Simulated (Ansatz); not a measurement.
# HfO2 (Fm-3m): Grüneisen parameters

Does HfO2 (Fm-3m) expand much on heating, by its phonons?

Main program and level: Ansatz 0.2.0; DFT LDA, scalar-relativistic, plane waves, PAW; PAW set soft_1.

## Step 1: Set-up

Symmetry: Fm-3m, No. 225, cubic system. Conventional cell: a = 5.002 Å, b = 5.002 Å, c = 5.002 Å, α = 90.00°, β = 90.00°, γ = 90.00°. Nearest to Hf lie 8 O at 2.17 Å. Nearest to O lie 4 Hf at 2.17 Å. Farther neighbours and most contacts between anions are not listed.

## Step 2: The dispersion

The cell comes from relaxations at this level that are not shown. Stability and thermal properties need the whole zone. Linear response on a 4×4×4 q mesh gives force constants as far as a supercell of that size would, and the tensors from the zone-centre run are typed in so that the long-range dipole term is interpolated apart.

Input file input.yaml:

```yaml
crystal:
  lattice:
    - [0.0, 2.5008662479, 2.5008662479]
    - [2.5008662479, 0.0, 2.5008662479]
    - [2.5008662479, 2.5008662479, 0.0]
  atoms:
    - { symbol: Hf, position: [0.0, 0.0, 0.0] }
    - { symbol: O, position: [0.25, 0.25, 0.25] }
    - { symbol: O, position: [0.75, 0.75, 0.75] }
kpoints:
  mp_grid: { grid: [8, 8, 8] }
hamiltonian:
  xc: lda
  pseudopotentials: { kind: paw, azcp: { folder: soft_1 }, xc_functional: pbe }
scf:
  occupations: { method: fixed }
output:
  eigenvalues: true
phonons:
  method: dfpt
  qmesh: [4, 4, 4]
  temperatures: { t_max: 1000, t_step: 50 }
  qpath:
    path:
      - [[0.0, 0.0, 0.0], [0.5, 0.0, 0.5], [0.625, 0.25, 0.625]]
      - [[0.375, 0.375, 0.75], [0.0, 0.0, 0.0], [0.5, 0.5, 0.5], [0.5, 0.25, 0.75], [0.5, 0.0, 0.5]]
    npoints: 10
  non_analytic_term:
    high_frequency_dielectric_tensor: [[5.3952, 0.0, 0.0], [0.0, 5.3952, 0.0], [0.0, 0.0, 5.3952]]
    born_effective_charges:
      - { species: Hf, tensor: [[5.5895, 0.0, 0.0], [0.0, 5.5895, 0.0], [0.0, 0.0, 5.5895]] }
      - { species: O, tensor: [[-2.7948, 0.0, 0.0], [0.0, -2.7948, 0.0], [0.0, 0.0, -2.7948]] }
      - { species: O, tensor: [[-2.7948, 0.0, 0.0], [0.0, -2.7948, 0.0], [0.0, 0.0, -2.7948]] }
    source: "zone-centre run at this cell"
```

Run with:

```bash
$ ansatz run input.yaml --threads 4 --pin off --max-ram 10240MiB --backend cpu --events-out ev --progress --plain --runs-dir out
```

Numbers of over 12 decimals in the logs are rounded to 6 here.

The program printed:

```text
Warning: phonons: the dynamical matrix that this run interpolates holds no multipole term above the dipole-dipole one, and a site of this crystal is no centre of inversion, so its interpolated transverse optical and acoustic branches and sound speeds can stay off near Gamma, and the density of states and the thermodynamics with them. What a run solves at a wave vector of phonons.qpoints, Gamma apart, where the deck admits one, is free of this, and under fd what a larger phonons.supercell samples
Engine: ansatz 0.2.0, aarch64-unknown-linux-gnu
Pseudopotentials: kind: paw
Pseudopotential: Hf, paw, valence charge 26, recommended cutoff 420 eV (normal), soft_1/Hf.paw.azcp
Pseudopotential: O, paw, valence charge 6, recommended cutoff 420 eV (normal), soft_1/O.paw.azcp
Functional definition: SPW92
  exchange = slater_x
  correlation = pw_c
Crystal: 3 atoms, lattice volume = 31.282 Å³
Basis set: ecut = 420 eV, 609 PW (Γ), exchange–correlation on 48×48×48 points (8 copies of the dense FFT grid, shifted against one another)
Bands: 23, of which v1, the nominal top of the filled ones, is band 19 counted from 1 (18 counted from 0)
Symmetry: 48 space group operations
k-points: 29 of 512
Non-local potential: Hf, projectors of the file, l = 0: 3, l = 1: 2, l = 2: 2, l = 3: 3
Non-local potential: O, projectors of the file, l = 0: 2, l = 1: 2, l = 2: 1
PAW form: soft (Blöchl's): semilocal exchange-correlation on the pseudo side does not see the compensation charge
PAW frozen core: Hf, regenerated for the run's functional, and the local potential with it (the file was generated under x = pbe(κ = 0.804, μ = 0.219515), c = pbe(β = 0.066725))
PAW frozen core: O, regenerated for the run's functional, and the local potential with it (the file was generated under x = pbe(κ = 0.804, μ = 0.219515), c = pbe(β = 0.066725))
PAW one-centre angular grid: Hf, 590 points (default); XC on 64 Gauss nodes
PAW one-centre angular grid: O, 110 points (default); XC on 64 Gauss nodes
Initial density: superposition of atomic densities (chi_scale 0.1, normalization cell, long waves kept (reshape's long-wave potential 0.00 eV rms))
Initial wavefunctions: pseudopotential atomic-orbital guess
Functional: x = slater, c = lda
SCF iter   1: F=—  HF=-16594.311818 eV  |F-HF|=—  |Δ(HF+E_count)|=         —  Δρ=9.06e-2  dr2=1.96e0  ethr=3.10e-3  ⟨swp⟩=4.0  Hψ=2196  notcnv=0  defer=56
preconditioner: auto → none  [insulator: Δε(μ)=3.094 eV  Ē_g=19.419 eV  n_scr=14 (ndim 8)  ℏωp=39.8 eV  f_vac=0.000  ε∞_Penn≈5.2]
SCF iter   2: F=—  HF=-16593.723408 eV  |F-HF|=—  |Δ(HF+E_count)|=   5.88e-1  Δρ=3.64e-2  dr2=3.52e-1  ethr=3.10e-3  ⟨swp⟩=2.3  Hψ=1566  notcnv=0  defer=52
SCF iter   3: F=—  HF=-16593.640284 eV  |F-HF|=—  |Δ(HF+E_count)|=   8.31e-2  Δρ=2.58e-2  dr2=1.14e-1  ethr=9.26e-4  ⟨swp⟩=2.0  Hψ=1158  notcnv=0  defer=58
SCF iter   4: F=—  HF=-16593.617544 eV  |F-HF|=—  |Δ(HF+E_count)|=   2.27e-2  Δρ=5.51e-3  dr2=4.64e-3  ethr=2.99e-4  ⟨swp⟩=2.7  Hψ=1344  notcnv=0  defer=58
SCF iter   5: F=—  HF=-16593.619750 eV  |F-HF|=—  |Δ(HF+E_count)|=   2.21e-3  Δρ=2.61e-3  dr2=7.06e-4  ethr=1.22e-5  ⟨swp⟩=2.0  Hψ=1332  notcnv=0  defer=58
SCF iter   6: F=—  HF=-16593.620058 eV  |F-HF|=—  |Δ(HF+E_count)|=   3.08e-4  Δρ=2.33e-4  dr2=5.30e-6  ethr=1.86e-6  ⟨swp⟩=2.0  Hψ=1102  notcnv=0  defer=58
SCF iter   7: F=—  HF=-16593.620057 eV  |F-HF|=—  |Δ(HF+E_count)|=   1.20e-6  Δρ=1.35e-5  dr2=3.46e-8  ethr=1.40e-8  ⟨swp⟩=2.1  Hψ=1155  notcnv=0
SCF iter   8: F=—  HF=-16593.620059 eV  |F-HF|=—  |Δ(HF+E_count)|=   2.41e-6  Δρ=2.13e-6  dr2=6.63e-10  ethr=9.12e-11  ⟨swp⟩=2.5  Hψ=1225  notcnv=0
SCF iter   9: F=—  HF=-16593.620059 eV  |F-HF|=—  |Δ(HF+E_count)|=  7.28e-11  Δρ=2.45e-7  dr2=2.04e-11  ethr=1.75e-12  ⟨swp⟩=2.1  Hψ=1209  notcnv=0
SCF iter  10: F=-16593.620059 eV  HF=-16593.620059 eV  |F-HF|=7.28e-12  |Δ(HF+E_count)|=  1.46e-11  Δρ=1.67e-8  dr2=3.29e-14  ethr=1.00e-12  ⟨swp⟩=7.7  Hψ=4148  notcnv=0
SCF 1 converged in 10 iterations: F = -16593.620059 eV  dr2 = 3.29e-14
  greatest PAW one-centre occupation: 0.999 electrons in one spin orbital (limit 2), on the Hf atom at site 0 (counted from 0), in its partial waves of l = 3
NSCF: frozen V_eff on 29 k-points
NSCF: frozen V_eff on 59 k-points
DFPT response loops at q = (0, 0, 0) (fractional): preconditioner auto → none (the input reference at scf.mixing.eps_inf says where Resta's filter doesn't serve); β = 0.50; Broyden in place of MSR1
NSCF: frozen V_eff on 576 k-points
DFPT response loops at q = (0, 0, 0.25) (fractional): mixed as the last ones told, above
NSCF: frozen V_eff on 300 k-points
DFPT response loops at q = (0, 0, -0.5) (fractional): preconditioner auto → Resta (q_TF=auto, 2.818 Å⁻¹)  ε∞=4.0 (no band partly filled); β = 1.00, the filter's whole step (`scf.mixing.beta` (0.50) is not read by the response loops at its default; to damp them type it under 1.00, their step now; it binds the ground state too); Broyden in place of MSR1
NSCF: frozen V_eff on 328 k-points
DFPT response loops at q = (0, 0.25, 0.25) (fractional): preconditioner auto → none (the input reference at scf.mixing.eps_inf says where Resta's filter doesn't serve); β = 0.50; Broyden in place of MSR1
NSCF: frozen V_eff on 1024 k-points
DFPT response loops at q = (0, 0.25, -0.5) (fractional): mixed as the last ones told, above
NSCF: frozen V_eff on 576 k-points
DFPT response loops at q = (0, 0.25, -0.25) (fractional): mixed as the last ones told, above
NSCF: frozen V_eff on 190 k-points
DFPT response loops at q = (0, -0.5, -0.5) (fractional): preconditioner auto → Resta (q_TF=auto, 2.818 Å⁻¹)  ε∞=4.0 (no band partly filled); β = 1.00, the filter's whole step (`scf.mixing.beta` (0.50) is not read by the response loops at its default; to damp them type it under 1.00, their step now; it binds the ground state too); Broyden in place of MSR1
NSCF: frozen V_eff on 328 k-points
DFPT response loops at q = (0.25, -0.5, -0.25) (fractional): preconditioner auto → none (the input reference at scf.mixing.eps_inf says where Resta's filter doesn't serve); β = 0.50; Broyden in place of MSR1
SCF converged after 10 iterations
Free energy (F): -16593.620059 eV
Harris-Foulkes:  -16593.620059 eV  (|F-HF|=7.28e-12)
Internal energy: -16593.620059 eV  (E = F + TS)
E sigma→0 (E₀):  -16593.620059 eV
Fermi energy:    15.224507 eV
--- Per-component energies (eV) ---
  E_band       = 24.778586
  E_kinetic    = 743.874966
  E_local      = -6872.083264  (includes V_loc(G=0)·N_el)
  E_nonlocal   = 187.373025
  E_hartree    = 3281.522474
  E_xc         = -405.870009
  E_vxc        = -436.995478  (∫ρ·V_xc dr)
  E_paw        = -7761.213429  (= ΣΔE_a)
  E_vpaw       = -160.437224  (= ΣTr[D̂ρ^β])
  E_aug_tail   = 0.001613  (compensation charges beyond the density's cutoff)
  E_ewald      = -5769.876366
  E_core_change = 2.650931  (= ΣΔE_core)
  E_smearing   = -0.000000  (= −TS)
  E_closure    = -0.000000  (closes the sum)
  Σ components = -16593.620059   (vs F -16593.620059, Δ=0.00e0)
--- Band table (eV; the first three rows and the last of 29) ---
  k-point 0: bands = [... 15 lower, 9.4991, 14.5762, 14.5762, 14.5762, 18.9887, 18.9887, 21.1487, 26.0868]
  k-point 1: bands = [... 15 lower, 9.9831, 14.1086, 14.2603, 14.2603, 19.3145, 19.3145, 21.7498, 25.3066]
  k-point 2: bands = [... 15 lower, 11.0678, 13.1688, 13.7064, 13.7064, 19.7912, 19.7912, 22.3357, 24.7326]
  k-point 28: bands = [... 15 lower, 12.5106, 12.5106, 13.6795, 14.9995, 20.0084, 20.3684, 22.5864, 22.5864]
--- Phonons (Γ-DFPT): 2 representative perturbations + reference (Σ response iterations 7) ---
  ASR residual: 7.075e-6 → 0.000e0 eV/Å²; symmetrization residual: 2.674e-7 eV/Å²
  ASR residual per site (eV/Å²): 4.78e-6 7.07e-6 7.07e-6
  Γ frequencies (cm⁻¹): 0.00 0.00 0.00 248.35 248.35 248.35 596.47 596.47 596.47
--- Phonons (arbitrary-q DFPT): 8 irreducible q on the 4×4×4 mesh ---
  q = [0.0000, 0.0000, 0.0000] (star 1, of the zone-centre solve; hermiticity 4.46e-8, symmetrization 2.72e-12): -0.00 -0.00 0.00 248.35 248.35 248.35 596.47 596.47 596.47
  q = [0.0000, 0.0000, 0.2500] (star 8, 2 solved perturbations on 288 of 512 k-point pairs; hermiticity 6.28e-8, symmetrization 3.14e-8): 79.78 79.78 151.45 332.34 332.34 551.46 571.31 571.31 619.51
  q = [0.0000, 0.0000, -0.5000] (star 4, 2 solved perturbations on 150 of 512 k-point pairs; hermiticity 1.22e-5, symmetrization 6.09e-6): 92.49 92.49 200.78 415.15 415.15 510.65 531.16 531.16 603.34
  q = [0.0000, 0.2500, 0.2500] (star 6, 4 solved perturbations in 528 linear systems a pass and spin channel, the states on 164 of 512 k-point pairs; hermiticity 3.34e-8, symmetrization 2.51e-10): 78.88 78.88 201.36 265.44 265.44 446.68 590.01 590.01 668.49
  q = [0.0000, 0.2500, -0.5000] (star 24, 4 solved perturbations in 1600 linear systems a pass and spin channel, the states on 512 of 512 k-point pairs; hermiticity 3.10e-8, symmetrization 8.20e-10): 96.89 131.03 198.04 277.28 355.69 365.26 557.20 582.07 670.54
  q = [0.0000, 0.2500, -0.2500] (star 12, 4 solved perturbations in 904 linear systems a pass and spin channel, the states on 288 of 512 k-point pairs; hermiticity 3.51e-6, symmetrization 1.75e-6): 93.74 123.54 196.13 235.42 436.12 468.02 493.43 597.95 645.07
  q = [0.0000, -0.5000, -0.5000] (star 3, 4 solved perturbations in 308 linear systems a pass and spin channel, the states on 95 of 512 k-point pairs; hermiticity 4.51e-8, symmetrization 1.24e-8): -217.74 102.23 102.23 259.57 323.82 323.82 574.31 574.31 707.08
  q = [0.2500, -0.5000, -0.2500] (star 6, 4 solved perturbations in 502 linear systems a pass and spin channel, the states on 164 of 512 k-point pairs; hermiticity 3.52e-6, symmetrization 1.76e-6): 52.62 106.23 191.25 191.25 255.69 477.50 477.50 615.73 679.97
  sum rule: each row above includes the acoustic sum rule's correction from the zone centre's row sums; it moved no ω² by more than (0.35 cm⁻¹)²
  mesh force constants: q→R imaginary residual 5.69e-18; ASR residual 7.075e-6 → 0.000e0 eV/Å²; symmetrization residual 1.066e-14 eV/Å²
  interpolated dispersion: 63 rows × 9 modes
  density of states and harmonic sums: on the 24×24×24 q-mesh, interpolated from the force constants of a 4×4×4 supercell (with the dipole–dipole term of supplied tensors)
  largest difference from the sums on the solved wave vectors: F 1.17e-3 eV, S 1.72e-6 and C_V 1.01e-6 eV/K
  zero-point energy: 0.199526 eV/cell   skipped modes (ω ≤ 0): 48, of them read as no rigid motion or as one in doubt: 45 (9.310e-2 modes/cell left out, lowest -217.74 cm⁻¹)   left out of the sums: 1.04e-2 of the cell's modes: C_V's classical limit lies that fraction below 3 k_B per atom; for a crystal, a wire or a layer, F and S can be off by more, and a phonons.interpolated_qmesh denser along its periods is the remedy for the sampling
```

Run time: 87 s. Hardware: 4 threads of Arm Neoverse V2, shared host; peak memory 1.2 GiB.

The column dr2 measures how far the density is from self-consistency, as an energy; F and HF (Harris–Foulkes) agree once it is small.

This step gave:

```
gap on the k-mesh                                       : 3.661 eV
volume per atom                                         : 10.43 Å³
sum-rule residual before enforcement                    : 7.07e-6 eV/Å²
lowest frequency on the path                            : -217.7 cm⁻¹
point group                                             : m-3m
highest frequency on the path or at a solved wavevector : 707.1 cm⁻¹
highest optical mode at the zone centre (no LO-TO term) : 596.5 cm⁻¹
lowest optical zone-centre mode                         : 248.3 cm⁻¹
lowest mode on the q mesh (acoustic modes at Γ apart)   : -217.7 cm⁻¹
```

Frequencies (cm⁻¹) solved at each irreducible wavevector; negative means imaginary. Frequencies by wavevector, by row:

```tsv
q in reciprocal lattice units	star	mode 1	mode 2	mode 3	mode 4	mode 5	mode 6	mode 7	mode 8	mode 9
0 0 0	1	0	0	0	248.3	248.3	248.3	596.5	596.5	596.5
0 0 0.25	8	79.8	79.8	151.4	332.3	332.3	551.5	571.3	571.3	619.5
0 0 -0.5	4	92.5	92.5	200.8	415.1	415.1	510.6	531.2	531.2	603.3
0 0.25 0.25	6	78.9	78.9	201.4	265.4	265.4	446.7	590	590	668.5
0 0.25 -0.5	24	96.9	131	198	277.3	355.7	365.3	557.2	582.1	670.5
0 0.25 -0.25	12	93.7	123.5	196.1	235.4	436.1	468	493.4	598	645.1
0 -0.5 -0.5	3	-217.7	102.2	102.2	259.6	323.8	323.8	574.3	574.3	707.1
0.25 -0.5 -0.25	6	52.6	106.2	191.2	191.2	255.7	477.5	477.5	615.7	680
```

Symmetry leaves 8 wavevectors to solve. The lowest mode among them, the acoustic zeros apart, lies at q = (0, -0.5, -0.5) and is imaginary, 217.7i cm⁻¹, so the energy falls along it.

## Step 3: Relaxing at another volume, volume ratio 0.97

The volume is scaled by 0.97 and held; symmetry leaves nothing to relax, so this is a single point. The modes can then be followed against volume.

input.yaml, the sections that differ from step 2:

```yaml
crystal:
  lattice:
    - [0.0, 2.4756032454, 2.4756032454]
    - [2.4756032454, 0.0, 2.4756032454]
    - [2.4756032454, 2.4756032454, 0.0]
  atoms:
    - { symbol: Hf, position: [0.0, 0.0, 0.0] }
    - { symbol: O, position: [0.25, 0.25, 0.25] }
    - { symbol: O, position: [0.75, 0.75, 0.75] }
output:
  forces: true
  stress: true
  eigenvalues: true
# kpoints, hamiltonian, scf: as in step 2
# phonons: removed
```

The program printed:

```text
[...]
Crystal: 3 atoms, lattice volume = 30.344 Å³
Basis set: ecut = 420 eV, 609 PW (Γ)
Bands: 23, of which v1, the nominal top of the filled ones, is band 19 counted from 1 (18 counted from 0)
Symmetry: 48 space group operations
[...]
k-points: 29 of 512
[...]
--- Band table (eV; the first three rows and the last of 29) ---
  k-point 0: bands = [... 15 lower, 9.9083, 15.1770, 15.1770, 15.1770, 19.6615, 19.6615, 22.0026, 27.0938]
  k-point 1: bands = [... 15 lower, 10.4258, 14.7093, 14.8479, 14.8479, 20.0089, 20.0089, 22.5974, 26.2614]
  k-point 2: bands = [... 15 lower, 11.5715, 13.7613, 14.2769, 14.2769, 20.5147, 20.5147, 23.1355, 25.6760]
  k-point 28: bands = [... 15 lower, 13.0591, 13.0591, 14.2382, 15.6063, 20.7348, 21.1197, 23.4745, 23.4745]
[key lines of the parts left out:]
SCF converged after 8 iterations
Free energy (F): -16593.593983 eV
Fermi energy:    15.841295 eV
P = ⅓ Tr σ = 9.1763 GPa (91.763 kbar)
```

Run time: 0.53 s. Hardware: 4 threads; peak memory 0.29 GiB; 1.4 s of CPU time.

Numbers from this step:

| Quantity | Value |
| --- | --- |
| pressure | 9.176 GPa |
| gap on the k-mesh | 3.732 eV |
| volume per atom | 10.11 Å³ |
| direct gap on mesh | 3.732 eV |

At this level the gap is 3.73 eV on the k-mesh of the self-consistent run, which can miss the band edges.

(Continued in part 2 of 2.)

[Logs are printed without paths, hosts, clocks, repeated set-up lines and the standing remarks that a program may print on its own settings, such as how far it seeks lower states.]

[Hosts, paths, dates, database ids (printed as entryN), source tags and the programs' standing remarks are cut or masked in the printed files.]
